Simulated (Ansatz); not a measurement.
## Os(0001) film, 5 layers, flat: channels in plane against thickness

Wanted: in-plane conductance by layer count, from Os(0001) film, 5 layers, flat.

Method: Ansatz plane-wave DFT, PBE, PAW files; ballistic transport by layer matching (Landauer), zero bias; PAW set soft_1, in Ansatz 0.2.0.

**1. Set-up**

The cell holds 10 atoms: 10 Os. Its edges and angles: a = 19.639 Å, b = 2.734 Å, c = 4.736 Å, α = 90.0°, β = 90.0°, γ = 90.0°. It derives from Os. Vacuum lies along a. The structure's axis is c.

**2. With 5 layers**

Vacuum lies along the first vector, which takes one k-point, and the current runs in the film's plane. One period is a perfect wire, so its channels are the result. Energies from -0.27 to 0.27 eV in steps of 0.036 eV cover the slope of the Fermi function at 300 K, so the program can form a conductance.

input.yaml reads:

```yaml
crystal:
  lattice:
    - [19.6394, 0.0, 0.0]
    - [0.0, 2.7341, 0.0]
    - [0.0, 0.0, 4.735600113]
  atoms:
    - { symbol: Os, position: [0.2291312362, 0.0, 0.0] }
    - { symbol: Os, position: [0.2291312362, 0.5, 0.5] }
    - { symbol: Os, position: [0.3391065919, 0.0, 0.3333333333] }
    - { symbol: Os, position: [0.3391065919, 0.5, 0.8333333333] }
    - { symbol: Os, position: [0.4490819475, 0.0, 0.0] }
    - { symbol: Os, position: [0.4490819475, 0.5, 0.5] }
    - { symbol: Os, position: [0.5590573032, 0.0, 0.3333333333] }
    - { symbol: Os, position: [0.5590573032, 0.5, 0.8333333333] }
    - { symbol: Os, position: [0.6690326588, 0.0, 0.0] }
    - { symbol: Os, position: [0.6690326588, 0.5, 0.5] }
kpoints:
  mp_grid: { grid: [1, 15, 9] }
hamiltonian:
  xc: pbe
  pseudopotentials: { kind: paw, azcp: { folder: soft_1 } }
scf:
  occupations: { method: fermi_dirac, width: 0.1 }
output:
  transmission:
    leads: [[0, 0]]
    kmesh: [1, 34]
    e_range: [-0.27, 0.27]
    de: 0.036
```

Started as:

```console
> ansatz run input.yaml --threads 4 --pin off --max-ram 8192MiB --backend cpu --events-out ev --progress --plain --runs-dir out
```

Numbers of over 12 decimals in the logs are rounded to 6 here.

Log:

```text
Engine: ansatz 0.2.0, aarch64-unknown-linux-gnu
Pseudopotentials: kind: paw
Pseudopotential: Os, paw, valence charge 16, recommended cutoff 420 eV (normal), soft_1/Os.paw.azcp
Functional definition: PBE
  parameter kappa = 0.804
  parameter beta = 0.066725
  exchange = pbe_x(kappa = kappa, mu = beta*pi^2/3)
  correlation = pbe_c(beta = beta)
Crystal: 10 atoms, lattice volume = 254.283 Å³
Basis set: ecut = 420 eV, 4959 PW (Γ)
Bands: 96, of which v1, the nominal top of the filled ones, is band 80 counted from 1 (79 counted from 0)
Symmetry: 8 space group operations
Space group: P-6m2 (ITA 187), of the structure as read, at distance tolerance 6.3e-5 Å
k-points: 40 of 135 (time reversal used)
Non-local potential: Os, projectors of the file, l = 0: 3, l = 1: 2, l = 2: 2, l = 3: 1
PAW form: soft (Blöchl's): semilocal exchange-correlation on the pseudo side does not see the compensation charge
PAW one-centre angular grid: Os, 590 points (default); XC on 64 Gauss nodes
Initial density: superposition of atomic densities (neutral atoms: chi_scale 0, normalization atom)
Initial wavefunctions: pseudopotential atomic-orbital guess
Functional: x = pbe(κ = 0.804, μ = 0.219515), c = pbe(β = 0.066725)
SCF iter   1: F=—  HF=-113856.612427 eV  |F-HF|=—  |Δ(HF+E_count)|=         —  Δρ=4.58e-2  dr2=1.17e1  ethr=3.10e-3  ⟨swp⟩=7.3  Hψ=15897  notcnv=0
preconditioner: auto → LDOS  [metal: Δε(μ)=0.008 eV  Ē_g=5.784 eV  σ=0.100 eV  W_gap=0.02  n_scr=54 (ndim 8)  ℏωp=20.8 eV  f_vac=0.378  D(μ)=8.98/eV (n_scr^D=54)  β→1.0]
SCF iter   2: F=—  HF=-113856.087984 eV  |F-HF|=—  |Δ(HF+E_count)|=   5.24e-1  Δρ=3.72e-2  dr2=6.02e0  ethr=3.10e-3  ⟨swp⟩=3.0  Hψ=9917  notcnv=0  defer=5
SCF iter   3: F=—  HF=-113854.443009 eV  |F-HF|=—  |Δ(HF+E_count)|=    1.64e0  Δρ=6.81e-3  dr2=3.99e-1  ethr=3.10e-3  ⟨swp⟩=2.5  Hψ=8010  notcnv=0  defer=5
SCF iter   4: F=—  HF=-113854.372987 eV  |F-HF|=—  |Δ(HF+E_count)|=   7.00e-2  Δρ=2.07e-3  dr2=2.31e-2  ethr=2.49e-4  ⟨swp⟩=2.8  Hψ=7302  notcnv=0  defer=7
SCF iter   5: F=—  HF=-113854.369745 eV  |F-HF|=—  |Δ(HF+E_count)|=   3.24e-3  Δρ=6.32e-4  dr2=1.43e-3  ethr=1.44e-5  ⟨swp⟩=2.4  Hψ=6114  notcnv=0  defer=7
SCF iter   6: F=—  HF=-113854.370158 eV  |F-HF|=—  |Δ(HF+E_count)|=   4.13e-4  Δρ=1.95e-4  dr2=3.78e-4  ethr=8.93e-7  ⟨swp⟩=2.6  Hψ=5977  notcnv=0  defer=7
SCF iter   7: F=—  HF=-113854.370198 eV  |F-HF|=—  |Δ(HF+E_count)|=   3.92e-5  Δρ=6.26e-5  dr2=6.87e-6  ethr=2.36e-7  ⟨swp⟩=2.6  Hψ=5003  notcnv=0  defer=7
SCF iter   8: F=—  HF=-113854.370333 eV  |F-HF|=—  |Δ(HF+E_count)|=   1.35e-4  Δρ=1.52e-5  dr2=7.29e-7  ethr=4.29e-9  ⟨swp⟩=3.0  Hψ=7714  notcnv=0  defer=7
SCF iter   9: F=—  HF=-113854.370333 eV  |F-HF|=—  |Δ(HF+E_count)|=   1.48e-7  Δρ=4.43e-6  dr2=1.49e-7  ethr=6.25e-11  ⟨swp⟩=7.2  Hψ=11344  notcnv=0
SCF iter  10: F=-113854.370333 eV  HF=-113854.370333 eV  |F-HF|=2.82e-9  |Δ(HF+E_count)|=   2.21e-9  Δρ=1.33e-6  dr2=5.52e-9  ethr=6.25e-11  ⟨swp⟩=2.2  Hψ=7254  notcnv=0
SCF 1 converged in 10 iterations: F = -113854.370333 eV  dr2 = 5.52e-9
  greatest PAW one-centre occupation: 1.000 electrons in one spin orbital (limit 2), on the Os atom at site 7 (counted from 0), in its partial waves of l = 0
transmission: 20 of 180 steps passed
transmission: 40 of 180 steps passed
[...]
transmission: 180 of 180 steps passed
SCF converged after 10 iterations
Free energy (F): -113854.370333 eV
Harris-Foulkes:  -113854.370333 eV  (|F-HF|=2.82e-9)
Internal energy: -113854.053064 eV  (E = F + TS)
E sigma→0 (E₀):  -113854.211698 eV
Entropy (-TS):   -0.317269 eV (-31.727 meV/atom)
Fermi energy:    11.965709 eV
--- Per-component energies (eV) ---
  E_band       = -2867.667683
  E_kinetic    = 4904.679553
  E_local      = -131353.457304  (includes V_loc(G=0)·N_el)
  E_nonlocal   = 1964.107636
  E_hartree    = 63282.379447
  E_xc         = -2330.562525
  E_vxc        = -2451.293666  (∫ρ·V_xc dr)
  E_paw        = -90471.121829  (= ΣΔE_a)
  E_vpaw       = -2496.477589  (= ΣTr[D̂ρ^β])
  E_aug_tail   = 0.004401  (compensation charges beyond the density's cutoff)
  E_ewald      = 40149.917556
  E_smearing   = -0.317269  (= −TS)
  E_closure    = -0.000000  (closes the sum)
  Σ components = -113854.370333   (vs F -113854.370333, Δ=0.00e0)
--- Band table (eV; the first three rows and the last of 40) ---
  k-point 0: bands = [... 76 lower, 11.2234, 11.5625, 11.9622, 11.9627, 12.2540, 12.4752, 12.7361, 12.8007, ... 12 higher]
  k-point 1: bands = [... 76 lower, 11.2166, 11.3357, 11.7953, 11.9217, 12.0119, 12.2123, 12.3747, 12.7517, ... 12 higher]
  k-point 2: bands = [... 76 lower, 10.9349, 11.1745, 11.3824, 11.4326, 11.4934, 11.8315, 12.1223, 12.5497, ... 12 higher]
  k-point 39: bands = [... 76 lower, 12.7644, 12.7743, 13.7004, 13.7489, 13.7815, 13.9206, 14.0478, 14.0732, ... 12 higher]
--- Transmission ---
  basis      : 473 plane waves across, 10 finite elements along
  points     : 18, standing for a mesh of 1 x 34
  filling    : by the input's occupations and mesh, since the crystals that have channels conduct as metals do. If one of these is a semiconductor, that mesh has misplaced its level
  energies   : 16 from -0.270000 to 0.270000 eV about the Fermi level, 0.036000 eV apart; the leads are filled to 0.000000 eV, and channels, transmission and decay are at 0.018000 eV
  crystal 0  : Os10, at the sites [0, 0], period 4.7356 Å: whole cells are its period
    offset         : up to 0.0000 Å between an atom of the period and one for which it stands
    filled         : 8.5 meV over the level at which it is neutral
    channels       : 5.941176e0 a spin
    conductance    : 8.7160e14 S/m² at 300 K; may be off by some 0.0 % by where its bands' edges are placed, 5.6 % from the k-mesh, 0.3 % from the distance to neutral
```

It took 24 min on 4 threads of Arm Neoverse V1, shared host; peak memory 2.5 GiB; 83 min of CPU time.

The column dr2 measures how far the density is from self-consistency, as an energy; F and HF (Harris–Foulkes) agree once it is small.

This step gave:

```yaml
free_energy: -113854.3703 eV
energy_at_zero_smearing: -113854.2117 eV
fermi_energy: 11.97 eV
cell_area: 53.70 Å²
estimated_errors_of_the_lead_s_conductance: 0, 5.6, 0.3 % (band edges, k-mesh, distance from neutral)
lead_conductance_per_cell: 6.040 G₀
```

Per spin. Table of open channels, zone mean, lead by energy, zero at the Fermi level:

| energy (eV) | open channels, zone mean, lead |
| --- | --- |
| -0.270 | 4.82 |
| -0.234 | 4.88 |
| -0.198 | 5.47 |
| -0.162 | 6.29 |
| -0.126 | 6.18 |
| -0.090 | 6.12 |
| -0.054 | 6.18 |
| -0.018 | 6.24 |
| 0.018 | 5.94 |
| 0.054 | 6.12 |
| 0.090 | 6 |
| 0.126 | 6 |
| 0.162 | 6 |
| 0.198 | 6.18 |
| 0.234 | 6.12 |
| 0.270 | 6 |

The program's largest error estimate for it is 5.6 %, from the k-mesh.

**3. With 6 layers, thickness 12.959 A**

The film grows to 6 layers.

System of this step: Os(0001) film, 6 layers, flat. The cell holds 12 atoms: 12 Os. Its edges and angles: a = 21.799 Å, b = 2.734 Å, c = 4.736 Å, α = 90.0°, β = 90.0°, γ = 90.0°. It derives from Os. Vacuum lies along a. The structure's axis is c.

input.yaml, the sections that differ from step 2:

```yaml
crystal:
  lattice:
    - [21.79925, 0.0, 0.0]
    - [0.0, 2.7341, 0.0]
    - [0.0, 0.0, 4.735600113]
  atoms:
    - { symbol: Os, position: [0.2064291203, 0.0, 0.0] }
    - { symbol: Os, position: [0.2064291203, 0.5, 0.5] }
    - { symbol: Os, position: [0.305508217, 0.0, 0.3333333333] }
    - { symbol: Os, position: [0.305508217, 0.5, 0.8333333333] }
    - { symbol: Os, position: [0.4045873138, 0.0, 0.0] }
    - { symbol: Os, position: [0.4045873138, 0.5, 0.5] }
    - { symbol: Os, position: [0.5036664105, 0.0, 0.3333333333] }
    - { symbol: Os, position: [0.5036664105, 0.5, 0.8333333333] }
    - { symbol: Os, position: [0.6027455073, 0.0, 0.0] }
    - { symbol: Os, position: [0.6027455073, 0.5, 0.5] }
    - { symbol: Os, position: [0.7018246041, 0.0, 0.3333333333] }
    - { symbol: Os, position: [0.7018246041, 0.5, 0.8333333333] }
# kpoints, hamiltonian, scf, output: as in step 2
```

Log:

```text
[...]
Crystal: 12 atoms, lattice volume = 282.248 Å³
Basis set: ecut = 420 eV, 5515 PW (Γ)
Bands: 116, of which v1, the nominal top of the filled ones, is band 96 counted from 1 (95 counted from 0)
Symmetry: 8 space group operations
[...]
k-points: 40 of 135
[...]
k-point 39: bands = [... 92 lower, 14.5100, 14.5101, 14.9748, 15.0651, 15.1651, 15.3295, 15.3599, 15.5082, ... 16 higher]
--- Transmission ---
  basis      : 525 plane waves across, 10 finite elements along
  points     : 18, standing for a mesh of 1 x 34
[...]
crystal 0  : Os12, at the sites [0, 0], period 4.7356 Å: whole cells are its period
[...]
filled         : 0.3 meV over the level at which it is neutral
    channels       : 6.000000e0 a spin
[...]
[key lines of the parts left out:]
SCF converged after 10 iterations
Free energy (F): -136626.281157 eV
Fermi energy:    13.358453 eV
```

It took 32 min on 4 threads; peak memory 3 GiB.

Numbers from this step:

| Item | Value |
| --- | --- |
| free energy | -136626.2812 eV |
| energy at zero smearing | -136626.1269 eV |
| Fermi energy | 13.36 eV |
| cell area | 59.60 Å² |
| estimated errors of the lead's conductance | 0, 6.5, 0 % (band edges, k-mesh, distance from neutral) |
| lead conductance per cell | 6.037 G₀ |

Per spin. The open channels, zone mean, lead by energy, zero at the Fermi level:

```
energy (eV)  open channels, zone mean, lead
     -0.270                               6
     -0.234                            6.15
     -0.198                            6.38
     -0.162                            6.56
     -0.126                            6.06
     -0.090                            5.82
     -0.054                               6
     -0.018                            6.06
      0.018                               6
      0.054                            6.06
      0.090                            6.24
      0.126                            6.24
      0.162                            6.41
      0.198                            6.88
      0.234                            6.59
      0.270                            6.56
```

The lead conductance per cell is 6.04 G₀, 0.064 % under the 6.04 G₀ of the last finished run, within the error estimates, leads' steps apart, of 5.6 and 6.5 %.

**4. With 7 layers, thickness 15.119 A**

The film grows to 7 layers.

System of this step: Os(0001) film, 7 layers, flat. The cell holds 14 atoms: 14 Os. Its edges and angles: a = 23.959 Å, b = 2.734 Å, c = 4.736 Å, α = 90.0°, β = 90.0°, γ = 90.0°. It derives from Os. Vacuum lies along a. The structure's axis is c.

input.yaml, the sections that differ from step 3:

```yaml
crystal:
  lattice:
    - [23.9591, 0.0, 0.0]
    - [0.0, 2.7341, 0.0]
    - [0.0, 0.0, 4.735600113]
  atoms:
    - { symbol: Os, position: [0.1878200767, 0.0, 0.0] }
    - { symbol: Os, position: [0.1878200767, 0.5, 0.5] }
    - { symbol: Os, position: [0.2779674529, 0.0, 0.3333333333] }
    - { symbol: Os, position: [0.2779674529, 0.5, 0.8333333333] }
    - { symbol: Os, position: [0.368114829, 0.0, 0.0] }
    - { symbol: Os, position: [0.368114829, 0.5, 0.5] }
    - { symbol: Os, position: [0.4582622052, 0.0, 0.3333333333] }
    - { symbol: Os, position: [0.4582622052, 0.5, 0.8333333333] }
    - { symbol: Os, position: [0.5484095813, 0.0, 0.0] }
    - { symbol: Os, position: [0.5484095813, 0.5, 0.5] }
    - { symbol: Os, position: [0.6385569575, 0.0, 0.3333333333] }
    - { symbol: Os, position: [0.6385569575, 0.5, 0.8333333333] }
    - { symbol: Os, position: [0.7287043336, 0.0, 0.0] }
    - { symbol: Os, position: [0.7287043336, 0.5, 0.5] }
# kpoints, hamiltonian, scf, output: as in step 3
```

Log:

```text
[...]
Crystal: 14 atoms, lattice volume = 310.213 Å³
Basis set: ecut = 420 eV, 6039 PW (Γ)
Bands: 135, of which v1, the nominal top of the filled ones, is band 112 counted from 1 (111 counted from 0)
Symmetry: 8 space group operations
[...]
k-points: 40 of 135 (time reversal used)
[...]
k-point 39: bands = [... 108 lower, 15.8908, 15.8989, 16.1629, 16.1649, 16.2724, 16.4698, 16.4851, 16.6562, ... 19 higher]
--- Transmission ---
  basis      : 581 plane waves across, 10 finite elements along
  points     : 18, standing for a mesh of 1 x 34
[...]
crystal 0  : Os14, at the sites [0, 0], period 4.7356 Å: whole cells are its period
[...]
filled         : 17.3 meV under the level at which it is neutral
    channels       : 6.970588e0 a spin
[...]
[key lines of the parts left out:]
SCF converged after 10 iterations
Free energy (F): -159398.129940 eV
Fermi energy:    14.497109 eV
```

Run time: 44 min. Hardware: 4 threads; peak memory 3.7 GiB.

This step gave:

```yaml
free_energy: -159398.1299 eV
energy_at_zero_smearing: -159397.9517 eV
fermi_energy: 14.50 eV
cell_area: 65.51 Å²
estimated_errors_of_the_lead_s_conductance: 0, 4.7, 0.9 % (band edges, k-mesh, distance from neutral)
lead_conductance_per_cell: 7.125 G₀
```

Per spin. Table of open channels, zone mean, lead by energy, zero at the Fermi level:

```csv
energy (eV),"open channels, zone mean, lead"
-0.270,7.18
-0.234,7.18
-0.198,7.12
-0.162,7
-0.126,6.97
-0.090,7.09
-0.054,7.09
-0.018,7.09
0.018,6.97
0.054,7.44
0.090,7.74
0.126,7.68
0.162,7.62
0.198,7.56
0.234,7.44
0.270,7.24
```

The lead conductance per cell is 7.12 G₀, 18 % over the 6.04 G₀ of the last finished run.

**5. All levels side by side**

Times are for 4 threads of Arm Neoverse V1, shared host. The series side by side:

```
no.  layers  lead conductance per cell (G₀)    time  memory (GiB)
  1       5                           6.040  24 min           2.5
  2       6                           6.037  32 min           3.0
  3       7                           7.125  44 min           3.7
```

The runs together. Table of open channels, zone mean by energy, zero at the Fermi level:

```
energy (eV)     5     6     7
     -0.270  4.82     6  7.18
     -0.234  4.88  6.15  7.18
     -0.198  5.47  6.38  7.12
     -0.162  6.29  6.56     7
     -0.126  6.18  6.06  6.97
     -0.090  6.12  5.82  7.09
     -0.054  6.18     6  7.09
     -0.018  6.24  6.06  7.09
      0.018  5.94     6  6.97
      0.054  6.12  6.06  7.44
      0.090     6  6.24  7.74
      0.126     6  6.24  7.68
      0.162     6  6.41  7.62
      0.198  6.18  6.88  7.56
      0.234  6.12  6.59  7.44
      0.270     6  6.56  7.24
```

**6. What came out**

```json
{"conductance per cell, 5 layers": "6.04 G₀", "conductance per cell, 6 layers": "6.04 G₀", "conductance per cell, 7 layers": "7.12 G₀"}
```

What this shows: The conductance per cell width goes from 6.04 G0 at 5 to 7.12 G0 at 7 layers. Over the film's own cross-section (layers × spacing × width) the conductance runs from 1.6 to 1.3×10¹⁵ S/m²; that nominal section leaves out the charge that spills into the vacuum, which flatters the thinnest films. The gains from one thickness to the next are -0.0039 and 1.1 G0 per added layer; they differ by more than the error estimates allow, as expected where subbands cross the Fermi level in steps. The film repeats perfectly along the current, so nothing scatters; its faces are clean and not relaxed. Spin-orbit coupling is left out, which matters for Os.

[Logs are printed without paths, hosts, clocks, repeated set-up lines and the standing remarks that a program may print on its own settings, such as how far it seeks lower states.]

[Hosts, paths, dates, database ids (printed as entryN), source tags and the programs' standing remarks are cut or masked in the printed files.]
